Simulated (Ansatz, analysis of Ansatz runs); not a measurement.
# Local vibrational mode of the B-H pair in alpha-quartz (r2SCAN)

Subject: B-H pair in alpha-quartz. Wanted: its local vibrational mode, in one set-up (r2SCAN, 108-site cell, r2SCAN lattice, 500 eV, k: the single point 1/4 1/4 1/4). The model is a cell of 108 host atoms with B put on another atom's site and H put in between. The frequencies come from force constants among the defect atom and its neighbours, with the masses of the isotopes named. A meta-GGA costs about twice a GGA and mends lattice constants and part of the gap.

What was measured. O-H stretch, 1H: 3595 cm⁻¹ at 300 K, by diffuse reflectance FTIR with peak fitting (“Structural evolution of water and hydroxyl groups during thermal, mechanical and chemical treatment of high purity natural quartz”, 2020, pmc:9055915). The calculation is set beside it at the end.

Main program and level: Ansatz 0.2.0; plane-wave PAW DFT, r2SCAN; relaxation of all atoms of a defect supercell.

## 1. The starting structure

The cell holds 109 atoms: 35 Si, 72 O, 1 B and 1 H. Cell: a = 9.844 Å, b = 14.766 Å, c = 10.830 Å, α = 90.0°, β = 90.0°, γ = 120.0°. It derives from SiO2 (space group P3_221). Nearest the centre at fractional (0.464, 0.461, 0.683): H109 at 0.43 Å, B83 at 0.88 Å, O32 at 1.43 Å, O89 at 1.80 Å, O88 at 1.80 Å, O33 at 1.81 Å, Si28 at 2.66 Å, Si30 at 3.11 Å.

The host's primitive cell comes from a first run (plane-wave PAW DFT, r2SCAN; relaxation of the host's cell and atoms): vectors of 4.922, 4.922 and 5.415 Å. That is 12.62 Å³ an atom, 0.4 % over the diffraction cell's volume. The supercell is built on it.

## 2. Relaxation, charge 0

Every later number rests on the structure around the defect, so the atoms are relaxed at the host's lattice first.

The input, relax/input.yaml:

```yaml
relax:
  f_tol: 0.01
  max_steps: 80
  random_displacement: { amplitude: 0.02, seed: 192 }
crystal:
  lattice:
    - [9.8440549, 0.0, 0.0]
    - [-7.38304118, 12.78780244, 0.0]
    - [0.0, 0.0, 10.83028533]
  atoms:
    - { symbol: Si, position: [0.234489884, 0.0, 0.333333333] }
    - { symbol: Si, position: [0.0, 0.15632659, 0.166666667] }
[... 6 atom lines left out ...]
    - { symbol: O, position: [0.293357616, 0.285232113, 0.441025926] }
[... 1 atom line left out ...]
    - { symbol: Si, position: [0.0, 0.15632659, 0.666666667] }
    - { symbol: Si, position: [0.265510116, 0.177006744, 0.5] }
[... 2 atom lines left out ...]
    - { symbol: O, position: [0.42784817, 0.195571744, 0.558974074] }
    - { symbol: O, position: [0.134490554, 0.13776159, 0.607692593] }
    - { symbol: O, position: [0.07215183, 0.243672964, 0.774359259] }
    - { symbol: O, position: [0.293357616, 0.285232113, 0.941025926] }
    - { symbol: Si, position: [0.234489884, 0.333333333, 0.333333333] }
[... 1 atom line left out ...]
    - { symbol: Si, position: [0.265510116, 0.510340077, 0.0] }
    - { symbol: O, position: [0.206642384, 0.422993703, 0.392307407] }
[... 1 atom line left out ...]
    - { symbol: O, position: [0.42784817, 0.528905077, 0.058974074] }
[... 2 atom lines left out ...]
    - { symbol: O, position: [0.293357616, 0.618565446, 0.441025926] }
    - { symbol: Si, position: [0.234489884, 0.333333333, 0.833333333] }
    - { symbol: Si, position: [0.0, 0.489659923, 0.666666667] }
    - { symbol: Si, position: [0.265510116, 0.510340077, 0.5] }
    - { symbol: O, position: [0.206642384, 0.422993703, 0.892307407] }
    - { symbol: O, position: [0.344726964, 0.364668577, 0.734874108] }
    - { symbol: O, position: [0.42784817, 0.528905077, 0.558974074] }
    - { symbol: O, position: [0.134490554, 0.471094923, 0.607692593] }
[... 1 atom line left out ...]
    - { symbol: O, position: [0.293357616, 0.618565446, 0.941025926] }
[... 9 atom lines left out ...]
    - { symbol: Si, position: [0.234489884, 0.666666667, 0.833333333] }
[... 3 atom lines left out ...]
    - { symbol: O, position: [0.365509446, 0.714767887, 0.725640741] }
[... 14 atom lines left out ...]
    - { symbol: Si, position: [0.5, 0.15632659, 0.666666667] }
[... 5 atom lines left out ...]
    - { symbol: O, position: [0.57215183, 0.243672964, 0.774359259] }
[... 3 atom lines left out ...]
    - { symbol: Si, position: [0.765510116, 0.510340077, 0.0] }
    - { symbol: O, position: [0.706642384, 0.422993703, 0.392307407] }
[... 2 atom lines left out ...]
    - { symbol: O, position: [0.634490554, 0.471094923, 0.107692593] }
    - { symbol: O, position: [0.57215183, 0.577006297, 0.274359259] }
    - { symbol: O, position: [0.793357616, 0.618565446, 0.441025926] }
    - { symbol: Si, position: [0.734489884, 0.333333333, 0.833333333] }
    - { symbol: B, position: [0.53741339, 0.519837117, 0.650046606] }
    - { symbol: Si, position: [0.765510116, 0.510340077, 0.5] }
    - { symbol: O, position: [0.706642384, 0.422993703, 0.892307407] }
    - { symbol: O, position: [0.865509446, 0.381434554, 0.725640741] }
    - { symbol: O, position: [0.92784817, 0.528905077, 0.558974074] }
    - { symbol: O, position: [0.634490554, 0.471094923, 0.607692593] }
    - { symbol: O, position: [0.57215183, 0.577006297, 0.774359259] }
    - { symbol: O, position: [0.793357616, 0.618565446, 0.941025926] }
    - { symbol: Si, position: [0.734489884, 0.666666667, 0.333333333] }
[... 2 atom lines left out ...]
    - { symbol: O, position: [0.706642384, 0.756327036, 0.392307407] }
[... 5 atom lines left out ...]
    - { symbol: Si, position: [0.734489884, 0.666666667, 0.833333333] }
[... 2 atom lines left out ...]
    - { symbol: O, position: [0.706642384, 0.756327036, 0.892307407] }
    - { symbol: O, position: [0.865509446, 0.714767887, 0.725640741] }
[... 1 atom line left out ...]
    - { symbol: O, position: [0.634490554, 0.804428256, 0.607692593] }
[... 2 atom lines left out ...]
    - { symbol: H, position: [0.427801, 0.431669, 0.698752] }
basis:
  ecutwfc: 500
  xc_grid: 2
hamiltonian:
  xc: r2scan
kpoints:
  mp_grid: { grid: [1, 1, 1], shift: [0.25, 0.25, 0.25] }
scf:
  occupations: { method: fermi_dirac, width: 0.01 }
  max_iter: 120
output:
  forces: true
checkpoint:
  write: "../relax.run"
  compress: false
  write_wavefunctions: true
  write_every: 100000
```

Launch:

```
ansatz run input.yaml --threads 4 --pin off --max-ram 7536MiB --backend cpu --events-out ev --progress --plain --runs-dir out
```

Numbers of over 12 decimals in the logs are rounded to 6 here.

The log of the run:

```text
[... repeated set-up lines and file paths are left out, and long positions are rounded to six places ...]
Engine: ansatz 0.2.0, x86_64-unknown-linux-gnu
Pseudopotentials: kind: paw
Pseudopotential: Si, paw, valence charge 4, recommended cutoff 500 eV (meta_gga), Si.paw.azcp
Pseudopotential: O, paw, valence charge 6, recommended cutoff 500 eV (meta_gga), O.paw.azcp
Pseudopotential: B, paw, valence charge 3, recommended cutoff 500 eV (meta_gga), B.paw.azcp
Pseudopotential: H, paw, valence charge 1, recommended cutoff 500 eV (meta_gga), H.paw.azcp
Functional definition: r2SCAN
  parameter k0 = 0.174
  parameter k1 = 0.065
  parameter a1 = 4.9479
  exchange = r2scan_x(k0 = k0, k1 = k1, a1 = a1)
  correlation = r2scan_c
Crystal: 109 atoms, lattice volume = 1363.358 Å³
Basis set: ecut = 500 eV, 34583 PW (Γ), exchange–correlation on 144×216×160 points (8 copies of the dense FFT grid, shifted against one another)
Bands: 397, of which v1, the nominal top of the filled ones, is band 288 counted from 1 (287 counted from 0)
Symmetry: 1 space group operations
k-points: 1
Non-local potential: Si, projectors of the file, l = 0: 2, l = 1: 2, l = 2: 2
Non-local potential: O, projectors of the file, l = 0: 2, l = 1: 2, l = 2: 1
Non-local potential: B, projectors of the file, l = 0: 2, l = 1: 2, l = 2: 1
Non-local potential: H, projectors of the file, l = 0: 2, l = 1: 1
PAW form: soft (Blöchl's): semilocal exchange-correlation on the pseudo side does not see the compensation charge
PAW frozen core: Si, regenerated for the run's functional (the file was generated under x = pbe(κ = 0.804, μ = 0.219515), c = pbe(β = 0.066725))
PAW frozen core: O, regenerated for the run's functional (the file was generated under x = pbe(κ = 0.804, μ = 0.219515), c = pbe(β = 0.066725))
PAW frozen core: B, regenerated for the run's functional (the file was generated under x = pbe(κ = 0.804, μ = 0.219515), c = pbe(β = 0.066725))
PAW one-centre angular grid: Si, 302 points (default); XC on 160 Gauss nodes
PAW one-centre angular grid: O, 302 points (default); XC on 160 Gauss nodes
PAW one-centre angular grid: B, 302 points (default); XC on 160 Gauss nodes
PAW one-centre angular grid: H, 302 points (default); XC on 160 Gauss nodes
Initial density: superposition of atomic densities (neutral atoms: chi_scale 0, normalization atom), corrected by the library's trained network
Initial wavefunctions: pseudopotential atomic-orbital guess
Functional: x = r2scan, c = r2scan; τ floored in thin density (d = 2e-4 eV/Å³)
SCF iter   1: F=—  HF=-63606.931676 eV  |F-HF|=—  |Δ(HF+E_count)|=         —  Δρ=7.75e-3  dr2=9.14e-1  dr2_τ=9.52e0  ethr=1.77e-3  ⟨swp⟩=6.0  Hψ=1789  notcnv=0  defer=51
preconditioner: auto → Resta (q_TF=auto, 2.363 Å⁻¹)  ε∞=2.8  [insulator: Δε(μ)=4.660 eV  Ē_g=18.134 eV  σ=0.010 eV  W_gap=1.00  n_scr=302 (ndim 8)  ℏωp=24.1 eV  f_vac=0.113  D(μ)=0.00/eV (n_scr^D=0)  ε∞_Penn≈2.8]
SCF iter   2: F=—  HF=-63609.893472 eV  |F-HF|=—  |Δ(HF+E_count)|=    2.96e0  Δρ=4.95e-3  dr2=2.50e-1  dr2_τ=1.80e-2  ethr=1.59e-4  ⟨swp⟩=3.0  Hψ=759  notcnv=0  defer=102
SCF iter   3: F=—  HF=-63609.848835 eV  |F-HF|=—  |Δ(HF+E_count)|=   4.46e-2  Δρ=9.56e-4  dr2=1.33e-2  dr2_τ=2.83e-3  ethr=4.34e-5  ⟨swp⟩=4.0  Hψ=598  notcnv=0  defer=102
SCF iter   4: F=—  HF=-63609.846900 eV  |F-HF|=—  |Δ(HF+E_count)|=   1.94e-3  Δρ=4.02e-4  dr2=1.41e-3  dr2_τ=2.28e-4  ethr=2.31e-6  ⟨swp⟩=3.0  Hψ=597  notcnv=0  defer=102
SCF iter   5: F=—  HF=-63609.847830 eV  |F-HF|=—  |Δ(HF+E_count)|=   9.30e-4  Δρ=1.35e-4  dr2=2.26e-4  dr2_τ=2.60e-5  ethr=2.44e-7  ⟨swp⟩=2.0  Hψ=686  notcnv=0  defer=102
SCF iter   6: F=—  HF=-63609.847876 eV  |F-HF|=—  |Δ(HF+E_count)|=   4.58e-5  Δρ=6.19e-5  dr2=4.76e-5  dr2_τ=5.23e-6  ethr=3.93e-8  ⟨swp⟩=2.0  Hψ=583  notcnv=0  defer=102
SCF iter   7: F=—  HF=-63609.847877 eV  |F-HF|=—  |Δ(HF+E_count)|=   1.73e-6  Δρ=1.63e-5  dr2=3.14e-6  dr2_τ=3.06e-7  ethr=8.26e-9  ⟨swp⟩=2.0  Hψ=583  notcnv=0  defer=102
SCF iter   8: F=-63609.847879 eV  HF=-63609.847879 eV  |F-HF|=2.28e-7  |Δ(HF+E_count)|=   1.76e-6  Δρ=7.42e-6  dr2=6.02e-7  dr2_τ=8.01e-8  ethr=4.34e-10  ⟨swp⟩=4.0  Hψ=1265  notcnv=0
SCF 1 converged in 8 iterations: F = -63609.847879 eV  dr2 = 6.02e-7
  greatest PAW one-centre occupation: 0.887 electrons in one spin orbital (limit 2), on the O atom at site 31 (counted from 0), in its partial waves of l = 0
relax step   1: F+E_penalty+E_count = -63609.84787888 eV  Δ(F+E_penalty+E_count) = +0.000e0 eV  max|allowed force component| = 1.053e1 eV/Å  Δτ_max = 0.0000 Å  (8 SCF iters, dr2 threshold 2.50e-6 eV, accepted)
[... the SCF cycles and remarks between the steps are left out from here to the last step ...]
relax step   2: F+E_penalty+E_count = -63612.85825508 eV  Δ(F+E_penalty+E_count) = -3.010e0 eV  max|allowed force component| = 4.772e0 eV/Å  Δτ_max = 0.1755 Å  (6 SCF iters, dr2 threshold 1.00e-4 eV, accepted)
relax step   3: F+E_penalty+E_count = -63614.15140266 eV  Δ(F+E_penalty+E_count) = -1.293e0 eV  max|allowed force component| = 1.647e0 eV/Å  Δτ_max = 0.1912 Å  (6 SCF iters, dr2 threshold 1.00e-4 eV, accepted)
relax step   4: F+E_penalty+E_count = -63614.48731108 eV  Δ(F+E_penalty+E_count) = -3.359e-1 eV  max|allowed force component| = 8.691e-1 eV/Å  Δτ_max = 0.2000 Å  (6 SCF iters, dr2 threshold 1.00e-4 eV, accepted)
relax step   5: F+E_penalty+E_count = -63614.64633639 eV  Δ(F+E_penalty+E_count) = -1.590e-1 eV  max|allowed force component| = 4.416e-1 eV/Å  Δτ_max = 0.2000 Å  (6 SCF iters, dr2 threshold 9.00e-5 eV, accepted)
relax step   6: F+E_penalty+E_count = -63614.76897550 eV  Δ(F+E_penalty+E_count) = -1.226e-1 eV  max|allowed force component| = 1.039e0 eV/Å  Δτ_max = 0.1949 Å  (5 SCF iters, dr2 threshold 5.03e-5 eV, accepted)
relax step   7: F+E_penalty+E_count = -63614.88230055 eV  Δ(F+E_penalty+E_count) = -1.133e-1 eV  max|allowed force component| = 8.691e-1 eV/Å  Δτ_max = 0.2000 Å  (6 SCF iters, dr2 threshold 1.00e-4 eV, accepted)
relax step   8: F+E_penalty+E_count = -63614.99309457 eV  Δ(F+E_penalty+E_count) = -1.108e-1 eV  max|allowed force component| = 5.006e-1 eV/Å  Δτ_max = 0.2000 Å  (6 SCF iters, dr2 threshold 1.00e-4 eV, accepted)
relax step   9: F+E_penalty+E_count = -63615.06890814 eV  Δ(F+E_penalty+E_count) = -7.581e-2 eV  max|allowed force component| = 3.256e-1 eV/Å  Δτ_max = 0.2000 Å  (6 SCF iters, dr2 threshold 8.31e-5 eV, accepted)
relax step  10: F+E_penalty+E_count = -63615.10175162 eV  Δ(F+E_penalty+E_count) = -3.284e-2 eV  max|allowed force component| = 1.607e-1 eV/Å  Δτ_max = 0.2000 Å  (5 SCF iters, dr2 threshold 3.52e-5 eV, accepted)
relax step  11: F+E_penalty+E_count = -63615.10218218 eV  Δ(F+E_penalty+E_count) = -4.306e-4 eV  max|allowed force component| = 3.391e-1 eV/Å  Δτ_max = 0.1254 Å  (6 SCF iters, dr2 threshold 6.29e-6 eV, accepted)
relax step  12: F+E_penalty+E_count = -63615.11209251 eV  Δ(F+E_penalty+E_count) = -9.910e-3 eV  max|allowed force component| = 6.606e-2 eV/Å  Δτ_max = 0.0607 Å  (5 SCF iters, dr2 threshold 2.80e-5 eV, accepted)
relax step  13: F+E_penalty+E_count = -63615.11274516 eV  Δ(F+E_penalty+E_count) = -6.526e-4 eV  max|allowed force component| = 1.282e-1 eV/Å  Δτ_max = 0.0215 Å  (6 SCF iters, dr2 threshold 2.73e-7 eV, accepted)
relax step  14: F+E_penalty+E_count = -63615.11331409 eV  Δ(F+E_penalty+E_count) = -5.689e-4 eV  max|allowed force component| = 5.416e-2 eV/Å  Δτ_max = 0.0156 Å  (5 SCF iters, dr2 threshold 1.03e-6 eV, accepted)
relax step  15: F+E_penalty+E_count = -63615.11374070 eV  Δ(F+E_penalty+E_count) = -4.266e-4 eV  max|allowed force component| = 2.085e-2 eV/Å  Δτ_max = 0.0215 Å  (6 SCF iters, dr2 threshold 5.24e-7 eV, accepted)
relax step  16: F+E_penalty+E_count = -63615.11384215 eV  Δ(F+E_penalty+E_count) = -1.014e-4 eV  max|allowed force component| = 1.016e-2 eV/Å  Δτ_max = 0.0117 Å  (6 SCF iters, accepted)
relax step  17: F+E_penalty+E_count = -63615.11388891 eV  Δ(F+E_penalty+E_count) = -4.677e-5 eV  max|allowed force component| = 1.115e-2 eV/Å  Δτ_max = 0.0072 Å  (6 SCF iters, accepted)
SCF iter   1: F=—  HF=-63615.112894 eV  |F-HF|=—  |Δ(HF+E_count)|=         —  Δρ=1.25e-4  dr2=1.26e-4  dr2_τ=1.98e-3  ethr=1.65e-7  ⟨swp⟩=5.0  Hψ=1101  notcnv=0  defer=104
SCF iter   2: F=—  HF=-63615.112977 eV  |F-HF|=—  |Δ(HF+E_count)|=   8.31e-5  Δρ=7.47e-5  dr2=5.01e-5  dr2_τ=2.24e-6  ethr=2.19e-8  ⟨swp⟩=2.0  Hψ=744  notcnv=0  defer=104
SCF iter   3: F=—  HF=-63615.113921 eV  |F-HF|=—  |Δ(HF+E_count)|=   9.44e-4  Δρ=2.78e-5  dr2=6.36e-6  dr2_τ=1.21e-6  ethr=8.70e-9  ⟨swp⟩=2.0  Hψ=557  notcnv=0  defer=104
SCF iter   4: F=—  HF=-63615.113921 eV  |F-HF|=—  |Δ(HF+E_count)|=   4.51e-7  Δρ=1.19e-5  dr2=9.84e-7  dr2_τ=9.56e-8  ethr=1.10e-9  ⟨swp⟩=2.0  Hψ=547  notcnv=0  defer=104
SCF iter   5: F=—  HF=-63615.113921 eV  |F-HF|=—  |Δ(HF+E_count)|=   2.50e-7  Δρ=5.28e-6  dr2=2.96e-7  dr2_τ=4.18e-8  ethr=1.71e-10  ⟨swp⟩=2.0  Hψ=569  notcnv=0  defer=104
SCF iter   6: F=-63615.113921 eV  HF=-63615.113921 eV  |F-HF|=8.37e-9  |Δ(HF+E_count)|=   7.44e-8  Δρ=1.51e-6  dr2=2.01e-8  dr2_τ=1.09e-9  ethr=1.74e-11  ⟨swp⟩=4.0  Hψ=1191  notcnv=0
SCF 18 converged in 6 iterations: F = -63615.113921 eV  dr2 = 2.01e-8
relax step  18: F+E_penalty+E_count = -63615.11392069 eV  Δ(F+E_penalty+E_count) = -3.178e-5 eV  max|allowed force component| = 8.816e-3 eV/Å  Δτ_max = 0.0019 Å  (6 SCF iters, accepted)
NSCF: frozen V_eff on 1 k-points
the band table was solved once a step of the walk had ended and its energy, with any forces and stress, was formed, with the checks that follow a solve (1738 applications of the Hamiltonian). They found nothing against the state; [...]
iter 1 solved again at ethr=3.51e-12 eV; its pass at ethr=3.10e-3 eV (dr2=2.02e-8 eV) is discarded
SCF iter   1: F=—  HF=-63615.113921 eV  |F-HF|=—  |Δ(HF+E_count)|=         —  Δρ=1.51e-6  dr2=2.02e-8  dr2_τ=1.10e-9  ethr=3.51e-12  ⟨swp⟩=2.0  Hψ=1388  notcnv=0
SCF iter   2: F=-63615.113921 eV  HF=-63615.113921 eV  |F-HF|=2.01e-9  |Δ(HF+E_count)|=   2.58e-9  Δρ=6.74e-7  dr2=4.43e-9  dr2_τ=1.19e-10  ethr=3.50e-12  ⟨swp⟩=3.0  Hψ=903  notcnv=0
SCF 19 converged in 2 iterations: F = -63615.113921 eV  dr2 = 4.43e-9
NSCF: frozen V_eff on 1 k-points
the band table was solved once a step of the walk had ended and its energy, with any forces and stress, was formed, with the checks that follow a solve (1231 applications of the Hamiltonian). They found nothing against the state; [...]
SCF converged after 2 iterations
Free energy (F): -63615.113921 eV
Harris-Foulkes:  -63615.113921 eV  (|F-HF|=2.01e-9)
Internal energy: -63615.113921 eV  (E = F + TS)
E sigma→0 (E₀):  -63615.113921 eV
Fermi energy:    5.680916 eV
--- Per-component energies (eV) ---
  E_band       = -2939.226723
  E_kinetic    = 14596.390341
  E_local      = -35559.664033  (includes V_loc(G=0)·N_el)
  E_nonlocal   = 4237.704076
  E_hartree    = 12792.442797
  E_xc         = -7190.128498
  E_vxc        = -9534.889754  (∫ρ·V_xc dr)
  E_paw        = -29867.884006  (= ΣΔE_a)
  E_vpaw       = -2862.997231  (= ΣTr[D̂ρ^β])
  E_aug_tail   = 0.076166  (compensation charges beyond the density's cutoff)
  E_vtau       = 599.268119  (kinetic-family band-sum trace: ∫τ·v_τ [+ j·A + Jᵃ·Aᵃ] dr)
  E_ewald      = -22619.057421
  E_core_change = -4.993342  (= ΣΔE_core)
  E_smearing   = -0.000000  (= −TS)
  E_closure    = -0.000000  (closes the sum)
  Σ components = -63615.113921   (vs F -63615.113921, Δ=0.00e0)
--- Forces (eV/Å), atoms counted from 1 ---
  atom   1  Si     0.00068904     0.00033771     0.00167025
  atom   2  Si    -0.00108922    -0.00026698     0.00002276
  [... 25 atoms left out ...]
  atom  28  Si    -0.00286378     0.00338575    -0.00002179
  [... 1 atom left out ...]
  atom  30  Si     0.00227300     0.00045709    -0.00079686
  atom  31  O      0.00210516    -0.00520389    -0.00155866
  atom  32  O      0.00085337    -0.00882649     0.00547087
  atom  33  O     -0.00248569     0.00143049     0.00033196
  [... 49 atoms left out ...]
  atom  83  B     -0.00357195    -0.00664154     0.00136649
  [... 4 atoms left out ...]
  atom  88  O      0.00608101     0.00355536    -0.00330963
  atom  89  O      0.00019542     0.00084357    -0.00162798
  [... 10 atoms left out ...]
  atom 100  Si     0.00192127     0.00133614    -0.00044324
  [... 8 atoms left out ...]
  atom 109  H     -0.00693510     0.00346084    -0.00172086
  max |Σ_I F_I| component: 1.21e-3 eV/Å
--- Band table (eV) ---
  k-point 0: bands = ["-18.2776", "-18.2218", "-18.0722", "-18.0587", [... 389 left out ...] "14.9407", "14.9904", "15.0083", "15.0271"]
--- Relaxed structure (18 steps of the walk, 18 accepted, 0 SCFs on fresh bases) ---
  F+E_penalty+E_count = -63615.11392069 eV   max|allowed force component| = 8.816e-3 eV/Å
  atoms:
    - { symbol: Si, position: [0.232577, -0.001507, 0.332691] }
    - { symbol: Si, position: [-0.001125, 0.156431, 0.168667] }
    [... 25 atoms left out ...]
    - { symbol: Si, position: [0.231491, 0.329231, 0.836934] }
    [... 1 atom left out ...]
    - { symbol: Si, position: [0.273118, 0.512760, 0.503952] }
    - { symbol: O, position: [0.209990, 0.423931, 0.887192] }
    - { symbol: O, position: [0.368114, 0.368351, 0.731968] }
    - { symbol: O, position: [0.435856, 0.532374, 0.561176] }
    [... 49 atoms left out ...]
    - { symbol: B, position: [0.541471, 0.532702, 0.643064] }
    [... 4 atoms left out ...]
    - { symbol: O, position: [0.637714, 0.493885, 0.607860] }
    - { symbol: O, position: [0.570288, 0.585896, 0.753127] }
    [... 10 atoms left out ...]
    - { symbol: Si, position: [0.729134, 0.666889, 0.825184] }
    [... 8 atoms left out ...]
    - { symbol: H, position: [0.448237, 0.349951, 0.745035] }
```

The job ended after 7 min (4 threads of Intel Xeon Platinum 8488C (Sapphire Rapids), shared host; peak memory 4.1 GiB; 26 min of CPU time).

[end of part 1 of 2]

[Logs are printed without paths, hosts, clocks, repeated set-up lines and the standing remarks that a program may print on its own settings, such as how far it seeks lower states.]

[Hosts, paths, dates, database ids (printed as entryN), source tags and the programs' standing remarks are cut or masked in the printed files.]

[For some hosts the program warned that the k-mesh of the response run may be too coarse for force constants and the static dielectric constant; such warnings are not shown here.]
